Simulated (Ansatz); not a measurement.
# LaCr: relaxing a made-up structure

This structure for LaCr is made up. Its elements were placed in a known structure type with a cell scaled to their sizes. What cell does the guess relax to, and how far off was it?

Program: Ansatz 0.2.0. Level of theory: DFT, PBEsol, plane-wave PAW, files of the set soft_1, scalar-relativistic, ferromagnetic start, cell and ions relaxed at zero pressure; PAW set soft_1, in the first sound run; inputs show where later runs differ. Results are calculated unless marked as measured.

**1. Starting point**

Symmetry: Fm-3m, No. 225, cubic system. The conventional cell has a = 5.657 Å, b = 5.657 Å, c = 5.657 Å, α = 90.00°, β = 90.00°, γ = 90.00°. La has 6 Cr at 2.83 Å nearest. Nearest to Cr lie 6 La at 2.83 Å. Farther neighbours are not listed.

**2. Relaxation of the guess**

The guessed cell has no reason to be at equilibrium. It is relaxed with the atoms, within the space group of the guess.

File input.yaml:

```yaml
crystal:
  lattice:
    - [0.0, 2.8285, 2.8285]
    - [2.8285, 0.0, 2.8285]
    - [2.8285, 2.8285, 0.0]
  atoms:
    - { symbol: La, position: [0.0, 0.0, 0.0] }
    - { symbol: Cr, position: [0.5, 0.5, 0.5], spin: 3.0 }
magnetization:
  spin_polarized: true
kpoints:
  mp_grid: { grid: [8, 8, 8] }
scf:
  occupations: { method: fermi_dirac, width: 0.05 }
hamiltonian:
  xc: pbesol
  pseudopotentials: { kind: paw, azcp: { folder: soft_1 }, xc_functional: pbe }
relax:
  f_tol: 0.015
  max_steps: 70
  cell: {}
output:
  forces: true
  stress: true
```

On the command line:

```sh
> ansatz run input.yaml --threads 4 --pin off --max-ram 8192MiB --backend cpu --events-out ev --progress --plain --runs-dir out
```

Numbers of over 12 decimals in the logs are rounded to 6 here.

Log:

```text
Engine: ansatz 0.2.0, x86_64-unknown-linux-gnu
Pseudopotentials: kind: paw
Pseudopotential: La, paw, valence charge 11, recommended cutoff 420 eV (normal), soft_1/La.paw.azcp
Pseudopotential: Cr, paw, valence charge 14, recommended cutoff 420 eV (normal), soft_1/Cr.paw.azcp
Functional definition: PBEsol
  exchange = pbesol_x
  correlation = pbesol_c
Crystal: 2 atoms, lattice volume = 45.258 Å³
Basis set: ecut = 420 eV, 893 PW (Γ), exchange–correlation on 54×54×54 points (8 copies of the dense FFT grid, shifted against one another)
Bands: 18, of which v1, the nominal top of the filled ones, is band 13 counted from 1 (12 counted from 0)
Symmetry: 48 space group operations
Space group: Fm-3m (ITA 225), of the structure as read, at distance tolerance 3.6e-5 Å
Magnetic group: BNS 225.116 (UNI 1618), of the structure as read, at distance tolerance 3.6e-5 Å
k-points: 29 of 512
Non-local potential: La, projectors of the file, l = 0: 3, l = 1: 2, l = 2: 2, l = 3: 3
Non-local potential: Cr, projectors of the file, l = 0: 3, l = 1: 2, l = 2: 3, l = 3: 1
PAW form: soft (Blöchl's): semilocal exchange-correlation on the pseudo side does not see the compensation charge
PAW frozen core: La, regenerated for the run's functional, and the local potential with it (the file was generated under x = pbe(κ = 0.804, μ = 0.219515), c = pbe(β = 0.066725))
PAW frozen core: Cr, regenerated for the run's functional, and the local potential with it (the file was generated under x = pbe(κ = 0.804, μ = 0.219515), c = pbe(β = 0.066725))
PAW one-centre angular grid: La, 590 points (default); XC on 64 Gauss nodes
PAW one-centre angular grid: Cr, 590 points (default); XC on 64 Gauss nodes
Initial density: superposition of atomic densities (chi_scale 0.1, normalization cell)
Starting moments: Σ|m| = 3 μB on 1 of 2 sites
Initial wavefunctions: pseudopotential atomic-orbital guess
Functional: x = pbesol(κ = 0.804, μ = 0.123457), c = pbesol(β = 0.046)
SCF iter   1: F=—  HF=-9508.715528 eV  |F-HF|=—  |Δ(HF+E_count)|=         —  Δρ=7.12e-2 (↑7.12e-2 ↓5.04e-2)  dr2=7.88e0  dr2_m=7.35e-2  M=3.039 μB ∫|m|=3.091 μB  β_m=0.30  ethr=3.10e-3  ⟨swp⟩=3.4  Hψ=4111  notcnv=0
Mixer restart at iter 1: flushing history
preconditioner: auto → Kerker (q_TF=auto, 2.471 Å⁻¹)  [metal: Δε(μ)=0.013 eV  Ē_g=9.121 eV  σ=0.050 eV  W_gap=0.07  n_scr=14 (ndim 8)  ℏωp=21.4 eV  f_vac=0.000  D(μ)=3.02/eV (n_scr^D=26)]
spin=Collinear: Kerker preconditioning applied to the charge; magnetization (m = ρ↑ − ρ↓) channel mixes plain (no charge-response kernel on spin).
SCF iter   2: F=—  HF=-9508.370856 eV  |F-HF|=—  |Δ(HF+E_count)|=   3.45e-1  Δρ=2.15e-2 (↑1.31e-2 ↓2.15e-2)  dr2=4.81e-1  dr2_m=3.60e-2  M=3.077 μB ∫|m|=3.146 μB  β_m=0.32  ethr=3.10e-3  ⟨swp⟩=3.0  Hψ=2800  notcnv=0  defer=12
SCF iter   3: F=—  HF=-9508.230554 eV  |F-HF|=—  |Δ(HF+E_count)|=   1.40e-1  Δρ=1.46e-2 (↑1.46e-2 ↓1.40e-2)  dr2=1.16e-1  dr2_m=5.04e-2  M=3.136 μB ∫|m|=3.225 μB  β_m=0.66  ethr=1.92e-3  ⟨swp⟩=2.1  Hψ=1608  notcnv=0  defer=11
SCF iter   4: F=—  HF=-9508.340301 eV  |F-HF|=—  |Δ(HF+E_count)|=         —  Δρ=1.81e-2 (↑1.81e-2 ↓6.29e-3)  dr2=8.55e-2  dr2_m=5.88e-2  M=3.359 μB ∫|m|=3.526 μB  β_m=0.66  ethr=4.63e-4  ⟨swp⟩=3.9  Hψ=2189  notcnv=0  defer=12
Mixer restart at iter 4: flushing history
SCF iter   5: F=—  HF=-9508.358275 eV  |F-HF|=—  |Δ(HF+E_count)|=   1.80e-2  Δρ=5.29e-3 (↑3.05e-3 ↓5.29e-3)  dr2=2.10e-2  dr2_m=1.40e-3  M=3.332 μB ∫|m|=3.523 μB  β_m=0.62  ethr=3.42e-4  ⟨swp⟩=3.8  Hψ=2448  notcnv=0  defer=12
SCF iter   6: F=—  HF=-9508.355971 eV  |F-HF|=—  |Δ(HF+E_count)|=   2.30e-3  Δρ=5.46e-3 (↑5.46e-3 ↓1.44e-3)  dr2=9.41e-3  dr2_m=4.78e-3  M=3.350 μB ∫|m|=3.553 μB  β_m=0.67  ethr=8.39e-5  ⟨swp⟩=2.5  Hψ=2498  notcnv=0  defer=9
SCF iter   7: F=—  HF=-9508.356093 eV  |F-HF|=—  |Δ(HF+E_count)|=   1.22e-4  Δρ=1.38e-3 (↑1.38e-3 ↓8.26e-4)  dr2=2.03e-4  dr2_m=4.99e-4  M=3.345 μB ∫|m|=3.561 μB  β_m=0.78  ethr=3.76e-5  ⟨swp⟩=2.1  Hψ=1628  notcnv=0  defer=9
SCF iter   8: F=—  HF=-9508.356074 eV  |F-HF|=—  |Δ(HF+E_count)|=   1.92e-5  Δρ=3.06e-4 (↑1.29e-4 ↓3.06e-4)  dr2=2.13e-5  dr2_m=1.93e-5  M=3.344 μB ∫|m|=3.566 μB  β_m=0.89  ethr=8.10e-7  ⟨swp⟩=2.5  Hψ=1639  notcnv=0  defer=9
SCF iter   9: F=—  HF=-9508.356080 eV  |F-HF|=—  |Δ(HF+E_count)|=   5.76e-6  Δρ=6.65e-5 (↑5.07e-5 ↓6.65e-5)  dr2=5.97e-7  dr2_m=1.37e-6  M=3.344 μB ∫|m|=3.568 μB  β_m=0.95  ethr=8.51e-8  ⟨swp⟩=1.5  Hψ=1317  notcnv=0  defer=9
SCF iter  10: F=—  HF=-9508.356080 eV  |F-HF|=—  |Δ(HF+E_count)|=   7.43e-8  Δρ=8.05e-6 (↑3.10e-6 ↓8.05e-6)  dr2=6.20e-8  dr2_m=6.41e-9  M=3.344 μB ∫|m|=3.568 μB  β_m=0.97  ethr=2.39e-9  ⟨swp⟩=2.1  Hψ=1559  notcnv=0  defer=9
SCF iter  11: F=-9508.356080 eV  HF=-9508.356080 eV  |F-HF|=1.55e-9  |Δ(HF+E_count)|=   2.84e-9  Δρ=1.13e-6 (↑1.13e-6 ↓8.97e-7)  dr2=2.24e-9  dr2_m=1.98e-11  M=3.344 μB ∫|m|=3.568 μB  ethr=2.48e-10  ⟨swp⟩=2.5  Hψ=3355  notcnv=0
SCF 1 converged in 11 iterations: F = -9508.356080 eV  dr2 = 2.24e-9
  greatest PAW one-centre occupation: 1.000 electrons in one spin orbital (limit 2), on the Cr atom at site 1 (counted from 0), in its partial waves of l = 0
relax step   1: F+E_penalty+E_count = -9508.35607972 eV  Δ(F+E_penalty+E_count) = +0.000e0 eV  max|allowed force component| = 8.710e-29 eV/Å  Δτ_max = 0.0000 Å  P = +7.822 GPa  Ω = 45.258 Å³  (11 SCF iters, dr2 threshold 1.00e-7 eV, accepted)
Crystal: 2 atoms, lattice volume = 52.205 Å³
Basis set: ecut = 420 eV, 965 PW (Γ), exchange–correlation on 54×54×54 points (8 copies of the dense FFT grid, shifted against one another)
Initial density: handed on by an earlier stage of this run
Starting moments: Σ|m| = 3 μB on 1 of 2 sites; this step starts from the density that it was given
Initial wavefunctions: those handed on with the density
iter 1 solved again at ethr=7.58e-4 eV; its pass at ethr=3.10e-3 eV (dr2=1.90e-1 eV) is discarded
SCF iter   1: F=—  HF=-9508.617231 eV  |F-HF|=—  |Δ(HF+E_count)|=         —  Δρ=2.41e-2 (↑2.41e-2 ↓9.34e-3)  dr2=1.90e-1  dr2_m=1.25e-1  M=3.682 μB ∫|m|=3.978 μB  β_m=0.30  ethr=7.58e-4  ⟨swp⟩=1.2  Hψ=9592  notcnv=0
preconditioner: auto → Kerker (q_TF=auto, 2.413 Å⁻¹)  [metal: Δε(μ)=0.013 eV  Ē_g=8.829 eV  σ=0.050 eV  W_gap=0.06  n_scr=14 (ndim 8)  ℏωp=19.9 eV  f_vac=0.000  D(μ)=2.36/eV (n_scr^D=14)]
spin=Collinear: Kerker preconditioning applied to the charge; magnetization (m = ρ↑ − ρ↓) channel mixes plain (no charge-response kernel on spin).
[...]
SCF iter   2: F=—  HF=-9508.574984 eV  |F-HF|=—  |Δ(HF+E_count)|=   9.38e-3  Δρ=4.20e-3 (↑4.20e-3 ↓2.40e-3)  dr2=5.91e-3  dr2_m=4.95e-3  M=3.860 μB ∫|m|=4.150 μB  β_m=0.45  ethr=1.00e-4  ⟨swp⟩=2.4  Hψ=1605  notcnv=0
SCF iter   3: F=—  HF=-9508.570709 eV  |F-HF|=—  |Δ(HF+E_count)|=   4.28e-3  Δρ=1.20e-3 (↑7.85e-4 ↓1.20e-3)  dr2=4.22e-4  dr2_m=3.65e-4  M=3.854 μB ∫|m|=4.147 μB  β_m=0.66  ethr=2.36e-5  ⟨swp⟩=2.3  Hψ=1770  notcnv=0
SCF iter   4: F=—  HF=-9508.574616 eV  |F-HF|=—  |Δ(HF+E_count)|=   3.91e-3  Δρ=3.85e-4 (↑2.92e-4 ↓3.85e-4)  dr2=2.90e-4  dr2_m=1.70e-5  M=3.870 μB ∫|m|=4.151 μB  β_m=0.83  ethr=1.69e-6  ⟨swp⟩=2.3  Hψ=2062  notcnv=0
SCF iter   5: F=—  HF=-9508.576053 eV  |F-HF|=—  |Δ(HF+E_count)|=   1.44e-3  Δρ=2.27e-4 (↑2.27e-4 ↓1.95e-4)  dr2=3.42e-5  dr2_m=1.54e-5  M=3.891 μB ∫|m|=4.157 μB  β_m=0.92  ethr=1.16e-6  ⟨swp⟩=2.7  Hψ=1886  notcnv=0
SCF iter   6: F=—  HF=-9508.576083 eV  |F-HF|=—  |Δ(HF+E_count)|=   3.06e-5  Δρ=6.08e-5 (↑6.08e-5 ↓4.75e-5)  dr2=4.43e-6  dr2_m=7.92e-7  M=3.899 μB ∫|m|=4.159 μB  β_m=0.93  ethr=1.37e-7  ⟨swp⟩=2.1  Hψ=1758  notcnv=0
SCF iter   7: F=—  HF=-9508.576088 eV  |F-HF|=—  |Δ(HF+E_count)|=   4.37e-6  Δρ=2.56e-5 (↑2.56e-5 ↓1.78e-5)  dr2=1.22e-6  dr2_m=3.37e-8  M=3.900 μB ∫|m|=4.159 μB  β_m=0.96  ethr=1.77e-8  ⟨swp⟩=2.1  Hψ=1589  notcnv=0
SCF iter   8: F=—  HF=-9508.576089 eV  |F-HF|=—  |Δ(HF+E_count)|=   1.05e-6  Δρ=1.61e-5 (↑1.61e-5 ↓7.53e-6)  dr2=2.94e-7  dr2_m=1.34e-8  M=3.899 μB ∫|m|=4.159 μB  β_m=0.98  ethr=4.88e-9  ⟨swp⟩=2.2  Hψ=1793  notcnv=0
SCF iter   9: F=—  HF=-9508.576089 eV  |F-HF|=—  |Δ(HF+E_count)|=   3.78e-7  Δρ=1.52e-6 (↑1.48e-6 ↓1.52e-6)  dr2=3.84e-9  dr2_m=8.93e-11  M=3.900 μB ∫|m|=4.159 μB  β_m=0.94  ethr=1.17e-9  ⟨swp⟩=2.0  Hψ=1765  notcnv=0
SCF iter  10: F=-9508.576089 eV  HF=-9508.576089 eV  |F-HF|=6.29e-10  |Δ(HF+E_count)|=  7.48e-10  Δρ=8.92e-7 (↑8.92e-7 ↓3.30e-7)  dr2=8.93e-10  dr2_m=8.27e-11  M=3.900 μB ∫|m|=4.159 μB  ethr=1.54e-11  ⟨swp⟩=2.1  Hψ=3449  notcnv=0
SCF 3 converged in 10 iterations: F = -9508.576089 eV  dr2 = 8.93e-10
relax step   3: F+E_penalty+E_count = -9508.57608895 eV  Δ(F+E_penalty+E_count) = -1.881e-2 eV  max|allowed force component| = 4.914e-29 eV/Å  Δτ_max = 0.0000 Å  P = +0.123 GPa  Ω = 55.092 Å³  energy of the carried Pulay correction = -1.015e-3 eV  (10 SCF iters, dr2 threshold 2.00e-7 eV, accepted)
[...]
relax step   4: F+E_penalty+E_count = -9508.57614336 eV  Δ(F+E_penalty+E_count) = -5.441e-5 eV  max|allowed force component| = 7.369e-29 eV/Å  Δτ_max = 0.0000 Å  P = -0.007 GPa  Ω = 55.294 Å³  energy of the carried Pulay correction = -1.034e-3 eV  (7 SCF iters, dr2 threshold 3.80e-8 eV, accepted)
[...]
relax step   5: F+E_penalty+E_count = -9508.58036616 eV  Δ(F+E_penalty+E_count) = -4.223e-3 eV  max|allowed force component| = 3.195e-29 eV/Å  Δτ_max = 0.0000 Å  P = +0.172 GPa  Ω = 55.294 Å³  stress off target by 1.72e-1 GPa  SCF on the basis re-selected at this cell (its energy is not comparable with the rows above)  (10 SCF iters)
[...]
relax step   6: F+E_penalty+E_count = -9508.58049867 eV  Δ(F+E_penalty+E_count) = -1.325e-4 eV  max|allowed force component| = 3.031e-29 eV/Å  Δτ_max = 0.0000 Å  P = +0.013 GPa  Ω = 55.561 Å³  energy of the carried Pulay correction = -2.090e-5 eV  (7 SCF iters, dr2 threshold 7.36e-8 eV, accepted)
iter 1 solved again at ethr=9.37e-9 eV; its pass at ethr=3.10e-3 eV (dr2=2.34e-6 eV) is discarded
SCF iter   1: F=—  HF=-9508.580522 eV  |F-HF|=—  |Δ(HF+E_count)|=         —  Δρ=2.13e-6 (↑1.14e-6 ↓2.13e-6)  dr2=9.63e-10  dr2_m=7.79e-10  M=3.922 μB ∫|m|=4.181 μB  β_m=0.65  ethr=9.37e-9  ⟨swp⟩=4.0  Hψ=8464  notcnv=0
SCF iter   2: F=—  HF=-9508.580522 eV  |F-HF|=—  |Δ(HF+E_count)|=   4.95e-8  Δρ=8.15e-7 (↑7.30e-7 ↓8.15e-7)  dr2=4.20e-10  dr2_m=1.64e-10  M=3.922 μB ∫|m|=4.181 μB  β_m=0.53  ethr=3.85e-12  ⟨swp⟩=2.7  Hψ=2097  notcnv=0
SCF iter   3: F=—  HF=-9508.580522 eV  |F-HF|=—  |Δ(HF+E_count)|=   1.65e-9  Δρ=7.69e-7 (↑7.69e-7 ↓5.12e-7)  dr2=3.58e-10  dr2_m=1.27e-10  M=3.922 μB ∫|m|=4.181 μB  β_m=0.46  ethr=1.68e-12  ⟨swp⟩=2.0  Hψ=1804  notcnv=0
SCF iter   4: F=—  HF=-9508.580522 eV  |F-HF|=—  |Δ(HF+E_count)|=  1.11e-10  Δρ=2.61e-7 (↑2.61e-7 ↓2.36e-7)  dr2=3.49e-11  dr2_m=2.62e-11  M=3.922 μB ∫|m|=4.181 μB  β_m=0.67  ethr=1.43e-12  ⟨swp⟩=2.3  Hψ=1461  notcnv=0
SCF iter   5: F=—  HF=-9508.580522 eV  |F-HF|=—  |Δ(HF+E_count)|=  3.71e-10  Δρ=1.21e-7 (↑1.21e-7 ↓1.18e-7)  dr2=7.86e-12  dr2_m=5.93e-12  M=3.922 μB ∫|m|=4.181 μB  β_m=0.68  ethr=1.00e-12  ⟨swp⟩=2.0  Hψ=1283  notcnv=0
SCF iter   6: F=—  HF=-9508.580522 eV  |F-HF|=—  |Δ(HF+E_count)|=  6.00e-11  Δρ=4.59e-8 (↑4.59e-8 ↓4.59e-8)  dr2=1.51e-12  dr2_m=7.16e-13  M=3.922 μB ∫|m|=4.181 μB  β_m=0.84  ethr=1.00e-12  ⟨swp⟩=1.5  Hψ=1094  notcnv=0
SCF iter   7: F=-9508.580522 eV  HF=-9508.580522 eV  |F-HF|=0.00e0  |Δ(HF+E_count)|=  1.09e-11  Δρ=2.52e-8 (↑2.52e-8 ↓1.30e-8)  dr2=8.16e-13  dr2_m=3.13e-14  M=3.922 μB ∫|m|=4.181 μB  ethr=1.00e-12  ⟨swp⟩=4.0  Hψ=4433  notcnv=0
SCF 7 converged in 7 iterations: F = -9508.580522 eV  dr2 = 8.16e-13
relax step   7: F+E_penalty+E_count = -9508.58052210 eV  Δ(F+E_penalty+E_count) = -2.344e-5 eV  max|allowed force component| = 4.464e-29 eV/Å  Δτ_max = 0.0000 Å  P = +0.012 GPa  Ω = 55.561 Å³  stress off target by 1.17e-2 GPa  SCF on the basis re-selected at this cell (its energy is not comparable with the rows above)  (7 SCF iters)
basis re-selected at this cell: Δ(F+E_penalty+E_count) = -2.344e-5 eV, ΔP = -0.001 GPa vs the last step (what re-selecting the basis moved, of the pressure what is left beyond the Pulay correction that the steps carried, after the strain that the cell walked since its last selection, with what the two solves' SCF thresholds leave and, on support functions, any second-order correction that the steps lacked; it is no m [...]
SCF converged after 7 iterations
Magnetization: 3.9223 μB (14.4612 up, 10.5388 down)
Absolute magnetization: 4.1828 μB (∫|ρ↑−ρ↓|, with the PAW one-centre terms)
Spin contamination: 0.2082 ħ² per cell (⟨S²⟩ above its minimum at these occupations)
Per-site moments (μB) at R_I (Å): [(0.071241, 1.249310), (3.649541, 1.249310)]
Free energy (F): -9508.580522 eV
Harris-Foulkes:  -9508.580522 eV  (|F-HF|=0.00e0)
Internal energy: -9508.561897 eV  (E = F + TS)
E sigma→0 (E₀):  -9508.571210 eV
Entropy (-TS):   -0.018625 eV (-9.312 meV/atom)
Fermi energy:    10.784323 eV
--- Per-component energies (eV) ---
  E_band       = -298.879849
  E_kinetic    = 487.786447
  E_local      = -2177.089730  (includes V_loc(G=0)·N_el)
  E_nonlocal   = 141.733827
  E_hartree    = 945.786102
  E_xc         = -253.677506
  E_vxc        = -287.452208  (∫ρ·V_xc dr)
  E_paw        = -6526.930432  (= ΣΔE_a)
  E_vpaw       = -355.431187  (= ΣTr[D̂ρ^β])
  E_aug_tail   = 0.000848  (compensation charges beyond the density's cutoff)
  E_ewald      = -2126.500488
  E_core_change = 0.329036  (= ΣΔE_core)
  E_smearing   = -0.018625  (= −TS)
  E_closure    = 0.000000  (closes the sum)
  Σ components = -9508.580522   (vs F -9508.580522, Δ=0.00e0)
--- Forces (eV/Å), atoms counted from 1 ---
  atom   1  La    -0.00000000     0.00000000    -0.00000000
  atom   2  Cr     0.00000000    -0.00000000     0.00000000
  max |Σ_I F_I| component: 8.74e-29 eV/Å
--- Stress (GPa, compression-positive) ---
        0.011740       0.000000      -0.000000
        0.000000       0.011740       0.000000
        0.000000       0.000000       0.011740
  P = ⅓ Tr σ = 0.0117 GPa (0.117 kbar)
--- Relaxed structure (5 steps of the walk, 5 accepted, 2 SCFs on fresh bases) ---
  F+E_penalty+E_count = -9508.58052210 eV   max|allowed force component| = 4.464e-29 eV/Å   (the final SCF, on the basis selected at the relaxed cell)
  cell:  # Å, volume = 55.5608 Å³
    - [0, 3.028629, 3.028629]
    - [3.028629, 0, 3.028629]
    - [3.028629, 3.028629, 0]
  atoms:
    - { symbol: La, position: [0, 0, 0] }
    - { symbol: Cr, position: [0.5, 0.5, 0.5] }
```

It took 9.2 s on 4 threads of Intel Xeon Platinum 8375C at 2.90GHz (Ice Lake), shared host; peak memory 0.45 GiB; 30 s of CPU time.

The steps of the relaxation:

```
step  energy less that of the first step (eV)  largest force component (eV/Å)  pressure (GPa)  volume (Å³)
   1                                   0.0000                          0.0000            7.82        45.26
   2                                  -0.2012                          0.0000            1.99        52.21
   3                                  -0.2200                          0.0000            0.12        55.09
   4                                  -0.2201                          0.0000           -0.01        55.29
  5*                                  -0.2243                          0.0000            0.17        55.29
   6                                  -0.2244                          0.0000            0.01        55.56
  7*                                  -0.2244                          0.0000            0.01        55.56
```

Relaxation steps marked * repeat the geometry before them on a plane-wave basis chosen anew for their cell, so energy and pressure can jump there.

The run keeps the 48 symmetry operations that it works with, so distortions that break them were not tested.

| conventional cell, symmetrised | before | after | change |
| --- | --- | --- | --- |
| a (Å) | 5.657 | 6.057 | +7.1 % |
| b (Å) | 5.657 | 6.057 | +7.1 % |
| c (Å) | 5.657 | 6.057 | +7.1 % |
| volume (Å³/atom) | 22.63 | 27.78 | +22.8 % |

Final coordinates:

```xyz
2
Lattice="0.0000 3.0286 3.0286 3.0286 0.0000 3.0286 3.0286 3.0286 0.0000" Properties=species:S:1:pos:R:3 pbc="T T T"
La    0.0000    0.0000    0.0000
Cr    3.0286    3.0286    3.0286
```

Numbers from this step:

* free energy: -9508.5805 eV
* energy at zero smearing: -9508.5712 eV
* smearing term TS: 0.01862 eV
* Fermi energy: 10.78 eV
* magnetization: 3.922 μB
* absolute magnetization: 4.183 μB
* site moments: 0.07124, 3.650 μB
* electrons: 25
* symmetry operations: 48
* pressure: 0.01174 GPa

Site moment by atom:

```csv
atom,site moment (μB)
La1,0.07
Cr2,3.65
```

The shortest distance of each pair, which need not be the same contact before and after:

```
 pair  guess (Å)  relaxed (Å)
Cr–La      2.829        3.029
La–La      4.000        4.283
Cr–Cr      4.000        4.283
```

The relaxation ends with a pressure of 0.01 GPa.

(Continued in part 2 of 2.)

[Logs are printed without paths, hosts, clocks, repeated set-up lines and the standing remarks that a program may print on its own settings, such as how far it seeks lower states.]

[Hosts, paths, dates, database ids (printed as entryN), source tags and the programs' standing remarks are cut or masked in the printed files.]
